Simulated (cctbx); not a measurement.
## Nd3Dy4Cu3 across an absorption edge

Space group I-43d (no. 220), a = 9.9590 Å, b = 9.9590 Å, c = 9.9590 Å, α = 90.00°, β = 90.00°, γ = 90.00°.

| atom | mult. | x | y | z | Ueq (Å²) |
| --- | --- | --- | --- | --- | --- |
| Dy1 | 16 | 0.1616 | 0.1616 | 0.1616 | 0.0054 |
| Nd1 | 12 | 1/2 | 1/4 | 1/8 | 0.0060 |
| Cu1 | 12 | 0 | 3/4 | 1/8 | 0.0077 |

The model was made for the exercise: a known structure type with other elements put in, its volume estimated, not relaxed; displacement parameters are assumed.

Calculated with cctbx: free-atom f′ and f″ from the Sasaki tables, no fine structure; amplitudes in electrons.

How do |F(hkl)| and |F(−h−k−l)| change across the Nd L3 edge?

```text
E (eV)    f'(Nd)   f''           |F|0 0 4        |F|3 1 4        |F|3 3 2        |F|1 0 3
   5608   -8.15   4.18      226.9/ 226.9    237.3/ 246.0    218.6/ 199.7    439.6/ 439.6
   5958  -10.17   3.80      231.1/ 231.1    237.6/ 247.7    205.5/ 187.3    425.9/ 425.9
   6088  -11.85   3.67      236.1/ 236.1    239.1/ 250.7    195.1/ 176.7    415.6/ 415.6
   6148  -13.45   3.61      241.6/ 241.6    241.4/ 254.4    185.4/ 166.5    406.2/ 406.2
   6178  -14.91   3.58      247.0/ 247.0    243.9/ 258.3    176.7/ 157.1    397.8/ 397.8
   6193  -16.44   3.57      252.9/ 252.9    246.9/ 262.8    167.7/ 147.3    389.2/ 389.2
   6200  -17.82   3.56      258.2/ 258.2    249.9/ 267.0    159.8/ 138.5    381.6/ 381.6
   6204  -19.30   3.56      264.0/ 264.0    253.3/ 271.8    151.5/ 129.1    373.3/ 373.3
   6212  -19.63  10.65      263.3/ 263.3    219.8/ 304.8    181.6/ 118.6    378.6/ 378.6
   6216  -17.96  10.63      256.6/ 256.6    215.2/ 299.8    189.3/ 129.8    387.6/ 387.6
   6223  -16.49  10.61      250.6/ 250.6    211.5/ 295.5    196.3/ 139.7    395.5/ 395.5
   6238  -14.89  10.55      244.0/ 244.0    207.7/ 290.8    204.1/ 150.5    404.0/ 404.0
   6268  -13.36  10.44      237.5/ 237.5    204.5/ 286.2    211.6/ 160.9    412.0/ 412.0
   6358  -11.35  10.13      228.3/ 228.3    200.9/ 279.1    221.2/ 174.6    421.8/ 421.8
   6608  -10.45   9.41      220.9/ 220.9    199.4/ 271.3    223.7/ 181.2    423.5/ 423.5
```

The edge is at 6208 eV. f′ of Nd falls from -11.8 e at 6088 eV to -19.3 e at 4 eV below it, and f″ steps from 3.56 to 10.63 e across it. Over that approach |F| changes by +12 % (0 0 4), +6 % (3 1 4), -22 % (3 3 2) and -10 % (1 0 3): a reflection falls where Nd scatters in phase with the total and rises where it scatters against it; it hardly moves where the Nd term is small or cancels by symmetry or lies in quadrature to the total. The f″ term interferes with the normal scattering with opposite sign for the two Friedel mates. The largest Friedel difference in the scan is 42.0 % of the mean (3 3 2, at 6212 eV).

[Logs are printed without paths, hosts, clocks, repeated set-up lines and the standing remarks that a program may print on its own settings, such as how far it seeks lower states.]
